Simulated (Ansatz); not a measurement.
# Lattice dynamics of Cu3Hg (built on the sites of a database entry of Li3Hg)

Wanted: phonon frequencies of Cu3Hg (built on the sites of a database entry of Li3Hg) and what follows from them.

Calculated with Ansatz 0.2.0; DFT PBE+D3(BJ), scalar-relativistic, plane waves, PAW.

The structure was built from a prototype and need not be the compound's stable phase.

### 1. The starting structure

The structure is cubic, space group Fm-3m (No. 225). Conventional cell: a = 6.682 Å, b = 6.682 Å, c = 6.682 Å, α = 90.00°, β = 90.00°, γ = 90.00°. Cu has 4 Cu at 2.89 Å and 4 Hg at 2.89 Å nearest. Cu has 8 Cu at 2.89 Å nearest. Hg has 8 Cu at 2.89 Å nearest. Farther neighbours are not listed.

### 2. Coarse relaxation

A rough relaxation comes first, because large forces or stress need no tight tolerances yet.

The input, input.yaml:

```yaml
crystal:
  lattice:
    - [0.0, 3.34091, 3.34091]
    - [3.34091, 0.0, 3.34091]
    - [3.34091, 3.34091, 0.0]
  atoms:
    - { symbol: Cu, position: [0.25, 0.25, 0.25] }
    - { symbol: Cu, position: [0.75, 0.75, 0.75] }
    - { symbol: Cu, position: [0.5, 0.5, 0.5] }
    - { symbol: Hg, position: [0.0, 0.0, 0.0] }
kpoints:
  mp_grid: { grid: [6, 6, 6] }
hamiltonian:
  xc: pbe
  dispersion: d3bj
scf:
  occupations: { method: gaussian, width: 0.1 }
output:
  forces: true
  stress: true
  eigenvalues: true
relax:
  adjacent_minimum: "off"
  f_tol: 0.05
  max_steps: 80
  cell: { stress_tol: 0.5 }
```

Started as:

```bash
ansatz run input.yaml --threads 8 --pin off --max-ram 14336MiB --backend cpu --events-out ev --progress --plain --runs-dir out
```

Numbers of over 12 decimals in the logs are rounded to 6 here.

The program printed:

```text
The last accepted step is kept in <dir> (removed where the run ends without a failure and the disk answers)
Engine: ansatz 0.2.0, aarch64-unknown-linux-gnu
Pseudopotentials: kind: paw
Pseudopotential: Cu, paw, valence charge 19, recommended cutoff 420 eV (normal), Cu.paw.azcp
Pseudopotential: Hg, paw, valence charge 20, recommended cutoff 420 eV (normal), Hg.paw.azcp
Functional definition: PBE
  parameter kappa = 0.804
[...]
F+E_penalty+E_count = -33690.54089923 eV   max|allowed force component| = 7.864e-17 eV/Å   (the final SCF, on the basis selected at the relaxed cell)
  cell:  # Å, volume = 54.4163 Å³
    - [0, 3.007690, 3.007690]
    - [3.007690, 0, 3.007690]
    - [3.007690, 3.007690, 0]
  atoms:
    - { symbol: Cu, position: [0.25, 0.25, 0.25] }
    - { symbol: Cu, position: [0.75, 0.75, 0.75] }
    - { symbol: Cu, position: [0.5, 0.5, 0.5] }
    - { symbol: Hg, position: [0, 0, 0] }
[key lines of the parts left out:]
SCF converged after 7 iterations
Free energy (F): -33690.540899 eV
Fermi energy:    17.828208 eV
P = ⅓ Tr σ = 0.2900 GPa (2.900 kbar)
```

Wall time 2.5 s (8 threads of Arm Neoverse V2, shared host); peak memory 0.48 GiB.

Relaxation path:

```
step  energy less that of the first step (eV)  largest force component (eV/Å)  pressure (GPa)  volume (Å³)
   1                                   0.0000                          0.0000          -18.05        74.58
   2                                  -1.0767                          0.0000          -13.90        64.20
   3                                  -1.5780                          0.0000           -0.68        54.82
   4                                  -1.5788                          0.0000            0.30        54.42
  5*                                  -1.5675                          0.0000            0.29        54.42
```

Relaxation steps marked * repeat the geometry before them on a plane-wave basis chosen anew for their cell, so energy and pressure can jump there.

The run keeps the 48 symmetry operations that it works with, so distortions that break them were not tested.

| conventional cell, symmetrised | before | after | change |
| --- | --- | --- | --- |
| a (Å) | 6.682 | 6.015 | -10.0 % |
| b (Å) | 6.682 | 6.015 | -10.0 % |
| c (Å) | 6.682 | 6.015 | -10.0 % |
| volume (Å³/atom) | 18.65 | 13.60 | -27.0 % |

Final coordinates:

```xyz
4
Lattice="0.0000 3.0077 3.0077 3.0077 0.0000 3.0077 3.0077 3.0077 0.0000" Properties=species:S:1:pos:R:3 pbc="T T T"
Cu    1.5038    1.5038    1.5038
Cu    4.5115    4.5115    4.5115
Cu    3.0077    3.0077    3.0077
Hg    0.0000    0.0000    0.0000
```

Numbers from this step:

* pressure: 0.2900 GPa
* volume per atom: 13.60 Å³
* gap on the k-mesh: 0 eV

In this step the volume went from 18.65 to 13.60 Å³/atom.

### 3. Relaxation

Harmonic phonons are second derivatives at a point where the forces vanish, and they are wanted at zero stress, so atoms and cell are relaxed first.

The input, input.yaml:

```yaml
crystal:
  lattice:
    - [0.0, 3.007689989, 3.007689989]
    - [3.007689989, 0.0, 3.007689989]
    - [3.007689989, 3.007689989, 0.0]
  atoms:
    - { symbol: Cu, position: [0.25, 0.25, 0.25] }
    - { symbol: Cu, position: [0.75, 0.75, 0.75] }
    - { symbol: Cu, position: [0.5, 0.5, 0.5] }
    - { symbol: Hg, position: [0.0, 0.0, 0.0] }
kpoints:
  mp_grid: { grid: [12, 12, 12] }
hamiltonian:
  xc: pbe
  dispersion: d3bj
scf:
  occupations: { method: gaussian, width: 0.1 }
output:
  forces: true
  stress: true
  eigenvalues: true
  write_density: true
  write_potential: true
  elf: true
  volumetric_format: npy
relax:
  adjacent_minimum: "off"
  f_tol: 0.005
  max_steps: 80
  cell: { stress_tol: 0.05 }
```

The program printed:

```text
[...]
Crystal: 4 atoms, lattice volume = 54.416 Å³
Basis set: ecut = 420 eV, 1067 PW (Γ), exchange–correlation on 60×60×60 points (8 copies of the dense FFT grid, shifted against one another)
Bands: 47, of which v1, the nominal top of the filled ones, is band 39 counted from 1 (38 counted from 0)
Symmetry: 48 space group operations
[...]
k-points: 72 of 1728
[...]
SCF iter   1: F=—  HF=-33690.546328 eV  |F-HF|=—  |Δ(HF+E_count)|=         —  Δρ=1.50e-3  dr2=6.61e-4  ethr=1.77e-3  ⟨swp⟩=5.6  Hψ=10953  notcnv=0  defer=51
[...]
SCF iter   6: F=-33690.547436 eV  HF=-33690.547436 eV  |F-HF|=1.15e-7  |Δ(HF+E_count)|=   1.32e-7  Δρ=1.16e-5  dr2=9.05e-8  ethr=1.30e-10  ⟨swp⟩=10.1  Hψ=23904  notcnv=0
SCF 1 converged in 6 iterations: F = -33690.547436 eV  dr2 = 9.05e-8
[...]
relax step   1: F+E_penalty+E_count = -33690.54743554 eV  Δ(F+E_penalty+E_count) = +0.000e0 eV  max|allowed force component| = 9.252e-18 eV/Å  Δτ_max = 0.0000 Å  P = +0.301 GPa  Ω = 54.416 Å³  (6 SCF iters, dr2 threshold 1.00e-7 eV, accepted)
Crystal: 4 atoms, lattice volume = 54.523 Å³
[...]
SCF iter   6: F=-33690.547472 eV  HF=-33690.547472 eV  |F-HF|=2.15e-9  |Δ(HF+E_count)|=  2.40e-10  Δρ=1.71e-6  dr2=2.27e-9  ethr=1.92e-11  ⟨swp⟩=4.8  Hψ=17721  notcnv=0
SCF 2 converged in 6 iterations: F = -33690.547472 eV  dr2 = 2.27e-9
relax step   2: F+E_penalty+E_count = -33690.54747221 eV  Δ(F+E_penalty+E_count) = -3.667e-5 eV  max|allowed force component| = 5.089e-17 eV/Å  Δτ_max = 0.0000 Å  P = +0.034 GPa  Ω = 54.523 Å³  energy of the carried Pulay correction = -7.486e-5 eV  (6 SCF iters, dr2 threshold 2.27e-7 eV, accepted)
[...]
SCF iter   6: F=-33690.547539 eV  HF=-33690.547539 eV  |F-HF|=2.18e-11  |Δ(HF+E_count)|=    0.00e0  Δρ=1.49e-7  dr2=8.34e-12  ethr=1.00e-12  ⟨swp⟩=4.1  Hψ=14703  notcnv=0
SCF 3 converged in 6 iterations: F = -33690.547539 eV  dr2 = 8.34e-12
relax step   3: F+E_penalty+E_count = -33690.54753890 eV  Δ(F+E_penalty+E_count) = -6.668e-5 eV  max|allowed force component| = 6.361e-17 eV/Å  Δτ_max = 0.0000 Å  P = +0.033 GPa  Ω = 54.523 Å³  stress off target by 3.31e-2 GPa  SCF on the basis re-selected at this cell (its energy is not comparable with the rows above)  (6 SCF iters)
basis re-selected at this cell: Δ(F+E_penalty+E_count) = -6.668e-5 eV, ΔP = -0.001 GPa vs the last step (what re-selecting the basis moved, of the pressure what is left beyond the Pulay correction that the steps carried, after the strain that the cell walked since its last selection, with what the two solves' SCF thresholds leave and, on support functions, any second-order correction that the steps lacked; it is no m [...]
SCF converged after 6 iterations
Free energy (F): -33690.547539 eV
[...]
Internal energy: -33690.538719 eV  (E = F + TS)
E sigma→0 (E₀):  -33690.543129 eV
Entropy (-TS):   -0.008820 eV (-2.205 meV/atom)
Fermi energy:    17.882835 eV
[...]
--- Stress (GPa, compression-positive) ---
        0.033120       0.000000       0.000000
        0.000000       0.033120       0.000000
        0.000000      -0.000000       0.033120
  P = ⅓ Tr σ = 0.0331 GPa (0.331 kbar)
--- Band table (eV; the first three rows and the last of 72) ---
  k-point 0: bands = [... 35 lower, 15.9068, 15.9068, 22.4947, 23.0621, 23.0621, 23.0621, 23.0683, 23.9989, ... 4 higher]
  k-point 1: bands = [... 35 lower, 15.8978, 15.8978, 21.2759, 22.6313, 22.7084, 22.7084, 23.5007, 24.2419, ... 4 higher]
  k-point 2: bands = [... 35 lower, 15.8747, 15.8747, 19.6219, 22.2336, 22.2336, 22.4107, 23.7630, 23.8974, ... 4 higher]
  k-point 71: bands = [... 35 lower, 15.9607, 15.9685, 16.1947, 16.3153, 16.3153, 24.1563, 24.6086, 24.8810, ... 4 higher]
--- Relaxed structure (2 steps of the walk, 2 accepted, 1 SCFs on fresh bases) ---
[...]
cell:  # Å, volume = 54.5228 Å³
    - [0, 3.009651, 3.009651]
    - [3.009651, 0, 3.009651]
    - [3.009651, 3.009651, 0]
  atoms:
    - { symbol: Cu, position: [0.250000, 0.250000, 0.250000] }
    - { symbol: Cu, position: [0.75, 0.75, 0.75] }
    - { symbol: Cu, position: [0.500000, 0.500000, 0.500000] }
    - { symbol: Hg, position: [0, 0, 0] }
```

Run time: 3.6 s. Hardware: 8 threads; peak memory 0.54 GiB; 25 s of CPU time.

Little changed from the start: no atom moved by 0.005 Å and no cell edge by 0.1 %.

Numbers from this step:

| Item | Value |
| --- | --- |
| pressure | 0.03312 GPa |
| volume per atom | 13.63 Å³ |

Electrostatic potential energy in the ac plane of the conventional cell at fractional y = 0.000, with atoms of Cu and Hg within 0.2 Å of it. With pseudopotentials it is smooth inside the atoms' cores, unlike the true potential.

Ten even steps from '_' (-36 eV) to '@' (20 eV), each cell a mean:
```
....==%%@@@@**..____==%%@@@@##::..
..--##@@@@@@%%++----##@@@@@@%%++::
**##@@@@@@@@@@@@%%%%@@@@@@@@@@%%##
@@@@@@@@@@@@@@@@@@@@@@@@@@@@@@@@@@
@@@@@@@@@@@@@@@@@@@@@@@@@@@@@@@@@@
%%@@@@@@@@@@@@##**##%%@@@@@@@@@@%%
--++%%@@@@@@##--::::++%%@@@@@@##==
__..**@@@@%%==......::##@@@@%%--__
____**@@@@%%==......::**@@@@%%--__
__--##@@@@@@++......--##@@@@@@++..
**##@@@@@@@@%%++====##@@@@@@@@%%**
@@@@@@@@@@@@@@@@%%%%@@@@@@@@@@@@@@
@@@@@@@@@@@@@@@@@@@@@@@@@@@@@@@@@@
%%@@@@@@@@@@@@@@@@@@@@@@@@@@@@@@%%
==++%%@@@@@@@@##****%%@@@@@@@@##==
..::++@@@@@@##--__..++@@@@@@##--..
....==%%@@@@**______--%%@@@@**....
```
Columns run along a (6.0 Å; values clipped at the 3rd and 97th percentile), rows up along c (6.0 Å), edges of the conventional cell, whose origin can differ from the input's. Atoms in or near the plane, at fractional coordinates: Cu at (0.50, 0.00), Cu at (0.00, 0.50), Hg at (0.00, 0.00), Hg at (0.50, 0.50).

ELF in the ac plane of the conventional cell at fractional y = 0.000, with atoms of Cu and Hg within 0.2 Å of it. It is the smooth field of the valence electrons, not physical close to the nuclei.

Ten even steps from '0' (0.16) to '9' (0.81), each cell a mean:
```
75310003751001246
54211000110011134
22111100000011112
11110110001111111
00110111111111110
00011112221111000
10001124543111001
72000135764210015
94000146875210017
41001135654210003
00011123432111000
00111111111111100
01110111001100110
11111110000111111
33111100000011123
64311001420001245
86310004971001257
```
Columns run along a (6.0 Å), rows up along c (6.0 Å), edges of the conventional cell, whose origin can differ from the input's. Atoms in or near the plane, at fractional coordinates: Cu at (0.50, 0.00), Cu at (0.00, 0.50), Hg at (0.00, 0.00), Hg at (0.50, 0.50).

Valence density in the ac plane of the conventional cell at fractional y = 0.000, with atoms of Cu and Hg within 0.2 Å of it. It is the smooth field of the valence electrons, not physical close to the nuclei.

Ten steps, logarithmic in the rise over the least value, from '_' (0 e/Å³) to '@' (51 e/Å³), each cell a mean:
```
##++--______::**@@##==______..==**
++==..________::====..______..--==
::..____________..____________....
__________________________________
__________________________________
______________..::....____________
==::________..==++==::..______..==
%%**::______--++##**==..______==##
@@##::____..--**####++::____..==@@
##==..______::++**++==..______::**
::..________..::----..__________::
________________..________________
__________________________________
..________________________________
--::..________..::::__________..--
**++::______..==##**::______..==++
##**--..____::##@@%%==______::++##
```
Columns run along a (6.0 Å), rows up along c (6.0 Å), edges of the conventional cell, whose origin can differ from the input's. Atoms in or near the plane, at fractional coordinates: Cu at (0.50, 0.00), Cu at (0.00, 0.50), Hg at (0.00, 0.00), Hg at (0.50, 0.50).

In this step the volume went from 13.60 to 13.63 Å³/atom.

### 4. Relaxing to small forces for the phonons

Phonons need a cell at rest on their own settings, so the relaxation is repeated with tight tolerances on forces and stress on the k mesh and occupations of the first response run.

The input, input.yaml:

```yaml
crystal:
  lattice:
    - [0.0, 3.0096512579, 3.0096512579]
    - [3.0096512579, 0.0, 3.0096512579]
    - [3.0096512579, 3.0096512579, 0.0]
  atoms:
    - { symbol: Cu, position: [0.25, 0.25, 0.25] }
    - { symbol: Cu, position: [0.75, 0.75, 0.75] }
    - { symbol: Cu, position: [0.5, 0.5, 0.5] }
    - { symbol: Hg, position: [0.0, 0.0, 0.0] }
kpoints:
  mp_grid: { grid: [12, 12, 12] }
hamiltonian:
  xc: pbe
  dispersion: d3bj
scf:
  occupations: { method: methfessel_paxton, width: 0.2 }
output:
  forces: true
  stress: true
  eigenvalues: true
relax:
  adjacent_minimum: "off"
  f_tol: 0.001
  max_steps: 60
  cell: { stress_tol: 0.01 }
```

The program printed:

```text
[...]
Crystal: 4 atoms, lattice volume = 54.523 Å³
Basis set: ecut = 420 eV, 1067 PW (Γ), exchange–correlation on 60×60×60 points (8 copies of the dense FFT grid, shifted against one another)
Bands: 47, of which v1, the nominal top of the filled ones, is band 39 counted from 1 (38 counted from 0)
Symmetry: 48 space group operations
[...]
k-points: 72 of 1728
[...]
--- Relaxed structure (2 steps of the walk, 2 accepted, 1 SCFs on fresh bases) ---
[...]
cell:  # Å, volume = 54.5380 Å³
    - [0, 3.009931, 3.009931]
    - [3.009931, 0, 3.009931]
    - [3.009931, 3.009931, 0]
  atoms:
    - { symbol: Cu, position: [0.250000, 0.250000, 0.250000] }
    - { symbol: Cu, position: [0.75, 0.75, 0.75] }
    - { symbol: Cu, position: [0.500000, 0.500000, 0.500000] }
    - { symbol: Hg, position: [0, 0, 0] }
[key lines of the parts left out:]
SCF converged after 6 iterations
Free energy (F): -33690.545097 eV
Fermi energy:    17.879617 eV
P = ⅓ Tr σ = 0.0041 GPa (0.041 kbar)
```

Run time: 3.2 s. Hardware: 8 threads; peak memory 0.54 GiB.

Little changed from the start: no atom moved by 0.005 Å and no cell edge by 0.1 %.

Numbers from this step:

```
pressure : 0.004057 GPa
```

The forces vanish by symmetry and the pressure is 0.004 GPa, within the tolerances set. The cell now holds 13.63 Å³/atom.

### 5. Linear response at the zone centre

The zone centre comes first: it holds the modes that light can see, as far as symmetry allows. No field response is asked, since the mesh shows no gap.

input.yaml, the sections that differ from step 4:

```yaml
crystal:
  lattice:
    - [0.0, 3.009930578, 3.009930578]
    - [3.009930578, 0.0, 3.009930578]
    - [3.009930578, 3.009930578, 0.0]
  atoms:
    - { symbol: Cu, position: [0.25, 0.25, 0.25] }
    - { symbol: Cu, position: [0.75, 0.75, 0.75] }
    - { symbol: Cu, position: [0.5, 0.5, 0.5] }
    - { symbol: Hg, position: [0.0, 0.0, 0.0] }
output:
  eigenvalues: true
phonons:
  method: dfpt
# kpoints, hamiltonian, scf: as in step 4
# relax: removed
```

The program printed:

```text
zone centre: on kpoints.mp_grid the ground state, and the responses unless they are solved on pairs of k-points, stand on 163 of the mesh's 1728 k-points, reduced under 8 symmetry operations, with k and −k counted as one. Each operation leaves every solved displacement unchanged or reverses it
[...]
Crystal: 4 atoms, lattice volume = 54.538 Å³
Basis set: ecut = 420 eV, 1067 PW (Γ), exchange–correlation on 60×60×60 points (8 copies of the dense FFT grid, shifted against one another)
Bands: 47, of which v1, the nominal top of the filled ones, is band 39 counted from 1 (38 counted from 0)
Symmetry: 48 space group operations
k-points: 163 of 1728 (irreducible under 8 space group operations, time reversal used)
[...]
SCF iter   1: F=—  HF=-33690.543991 eV  |F-HF|=—  |Δ(HF+E_count)|=         —  Δρ=1.51e-3  dr2=6.86e-4  ethr=1.77e-3  ⟨swp⟩=5.4  Hψ=24281  notcnv=0  defer=40
[...]
SCF iter  10: F=-33690.545097 eV  HF=-33690.545097 eV  |F-HF|=1.46e-11  |Δ(HF+E_count)|=    0.00e0  S|Δr|=    0.00e0  Δρ=1.69e-7  dr2=8.91e-12  ethr=1.00e-12  ⟨swp⟩=5.0  Hψ=30569  notcnv=0
SCF 1 converged in 10 iterations: F = -33690.545097 eV  dr2 = 8.91e-12
[...]
DFPT response loops at Γ: preconditioner auto → Kerker (q_TF=auto, 2.890 Å⁻¹) (partly filled bands, converged f_vac=0.000); β = 1.00, the filter's whole step (`scf.mixing.beta` (0.50) is not read by the response loops under this deck's `scf.mixing.preconditioner`; to damp them name `kerker` or `kerker_dos`, under which they read `scf.mixing.beta`, and type it under 1.00, their step now; both keys bind the ground state too); Broyden in place of MSR1
SCF converged after 10 iterations
[...]
Free energy (F): -33690.545097 eV
[...]
Internal energy: -33690.541437 eV  (E = F + TS)
E sigma→0 (E₀):  -33690.544182 eV
Entropy (-TS):   -0.003660 eV (-0.915 meV/atom)
Fermi energy:    17.879617 eV
[...]
--- Band table (eV; the first three rows and the last of 163) ---
  k-point 0: bands = [... 35 lower, 15.9019, 15.9019, 22.4863, 23.0553, 23.0553, 23.0553, 23.0606, 23.9916, ... 4 higher]
  k-point 1: bands = [... 35 lower, 15.8929, 15.8929, 21.2688, 22.6234, 22.7015, 22.7015, 23.4930, 24.2349, ... 4 higher]
  k-point 2: bands = [... 35 lower, 15.8698, 15.8698, 19.6153, 22.2268, 22.2268, 22.4028, 23.7556, 23.8904, ... 4 higher]
  k-point 162: bands = [... 35 lower, 15.9559, 15.9634, 16.1894, 16.3101, 16.3101, 24.1487, 24.6009, 24.8733, ... 4 higher]
--- Phonons (Γ-DFPT): 3 representative perturbations + reference, on 163 of 1728 k-points (Σ response iterations 12) ---
  k mesh reduced under 8 symmetry operations, with k and −k counted as one. Each operation leaves every solved displacement unchanged or reverses it
  ASR residual: 9.496e-5 → 0.000e0 eV/Å²; symmetrization residual: 1.658e-5 eV/Å²
  pairwise dispersion correction: d3bj (s6 = 1.0, s8 = 0.7875, a1 = 0.4289, a2_bohr = 4.4407), with the weights of each atom's references fixed at the reference crystal's, and the forces and stress that the weights' published response gives there kept as a pressure on the atom's counted neighbours (hamiltonian.dispersion)
  ASR residual per site (eV/Å²): 4.45e-5 4.45e-5 9.50e-5 4.04e-5
  Γ frequencies (cm⁻¹): 0.00 0.00 0.00 134.00 134.00 134.00 154.51 154.51 154.51 193.59 193.59 193.59
  non-analytic LO–TO correction: not included (Born effective charges unavailable; polar crystals: no LO–TO splitting at Γ)
```

Run time: 27 s. Hardware: 8 threads; peak memory 1.5 GiB.

This step gave:

```
sum-rule residual before enforcement                    : 9.50e-5 eV/Å²
point group                                             : m-3m
highest optical mode at the zone centre (no LO-TO term) : 193.6 cm⁻¹
lowest optical zone-centre mode                         : 134 cm⁻¹
```

Patterns of degenerate modes are one choice out of their space. The modes at Γ (shares of kinetic energy by element, %):

```
mode  frequency (cm⁻¹)  symmetry  Cu %  Hg %
   1               0.0  acoustic    49    51
   2               0.0  acoustic    49    51
   3               0.0  acoustic    49    51
   4             134.0       T1u    70    30
   5             134.0       T1u    70    30
   6             134.0       T1u    70    30
   7             154.5       T2g   100     0
   8             154.5       T2g   100     0
   9             154.5       T2g   100     0
  10             193.6       T1u    82    18
  11             193.6       T1u    82    18
  12             193.6       T1u    82    18
```

Displacements in mode 5 (134.0 cm⁻¹), the largest set to 1:
```
Cu1  0.00  0.02  0.09
Cu2  0.00  0.02  0.09
Cu3  0.01  0.17  1.00
Hg4 -0.01 -0.06 -0.37
```

Displacements in mode 9 (154.5 cm⁻¹), the largest set to 1:
```
Cu1  1.00  0.51  0.56
Cu2 -1.00 -0.51 -0.56
Cu3  0.00  0.00  0.00
Hg4  0.00  0.00  0.00
```

Before it was imposed, the acoustic sum rule was missed by 9.5e-5 eV/Å². Small misses are needed for a sound result but don't prove that mesh and cutoff are converged. The lowest optical mode is real, 134 cm⁻¹.

[end of part 1 of 2]

[Logs are printed without paths, hosts, clocks, repeated set-up lines and the standing remarks that a program may print on its own settings, such as how far it seeks lower states.]

[Hosts, paths, dates, database ids (printed as entryN), source tags and the programs' standing remarks are cut or masked in the printed files.]
